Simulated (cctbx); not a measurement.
# Lattice, Laue class and space group of a new crystal

Cell: a = 3.6730 Å, b = 11.8700 Å, c = 11.5510 Å, α = 90.00°, β = 90.00°, γ = 90.00°. Expected content of the cell: Ni4 Mn8 S16.

The data are simulated with cctbx, not measured: Ag Kα, λ = 0.56087 Å, to d = 0.6 Å, 70 % of the full sphere, strongest reflection 40000 counts, noise from counting, a 2 % proportional error and a noise floor of 8 counts (s.d.); no absorption.

A first pass over the reflections prints:

```text
6851 reflections to d = 0.600 A
centring   violations  <I/sigma> of those
    A       1381 of  3394      8.8
    B       1381 of  3466      8.6
    C          0 of  3436     -0.0
    I       1384 of  3410      8.5
    R       1855 of  4572      8.7
    F       1381 of  5148      5.8
Laue class    unique    Rint  (classes that these axes allow; Friedel mates merged)
C 1 2/m 1        1256   0.022
C 2/m 1 1        1342   0.022
C m m m           735   0.024
space group    extra absences  I>4sigma  <I/sigma>
C 2 2 21               14          0       0.1  acentric
C 2 2 2                 0          0         -  acentric
C m m 2                 0          0         -  acentric
C m c 21               68          0       0.1  acentric
C 2 m m                 0          0         -  acentric
C m 2 m                 0          0         -  acentric
C 2 c m                68          0       0.1  acentric
C m c m                68          0       0.1  centric
C m m m                 0          0         -  centric
Wilson B = 0.50 A^2   <|E^2-1|> = 0.872 (0.968 centric, 0.736 acentric)   E^2>4: 3.0 %
shell (A)         n   <I/sigma>
11.55 - 1.20    108     40.9
 1.20 - 0.95     96     43.4
 0.95 - 0.83     92     35.1
 0.83 - 0.76     85     37.2
 0.76 - 0.70     92     29.2
 0.70 - 0.66     89     31.4
 0.66 - 0.63     80     26.7
 0.63 - 0.60     93     25.1
```

**Question.** What are the lattice type, the Laue class and the likely space group?

The reflections that C centring forbids are absent (⟨I/σ⟩ near 0), so the lattice is C.

Rint stays low (0.022 to 0.024) up to C m m m, the highest class in these axes.

9 settings pass the absence test. The most absences obeyed, 68, belong to C m c 21, C 2 c m and C m c m, which absences can't tell apart.

⟨|E²−1|⟩ = 0.872 lies between the two ideal values. The Wilson B of 0.50 Å² means U ≈ 0.0063 Å².

The true group is Cmcm (no. 63), Laue class mmm, centrosymmetric. The tables only narrow the choice to the tied entries; cell content, site symmetry and trial solutions must settle it.

The model was made for the exercise: a known structure type with other elements put in, its volume estimated, not relaxed; displacement parameters are assumed.

[Logs are printed without paths, hosts, clocks, repeated set-up lines and the standing remarks that a program may print on its own settings, such as how far it seeks lower states.]
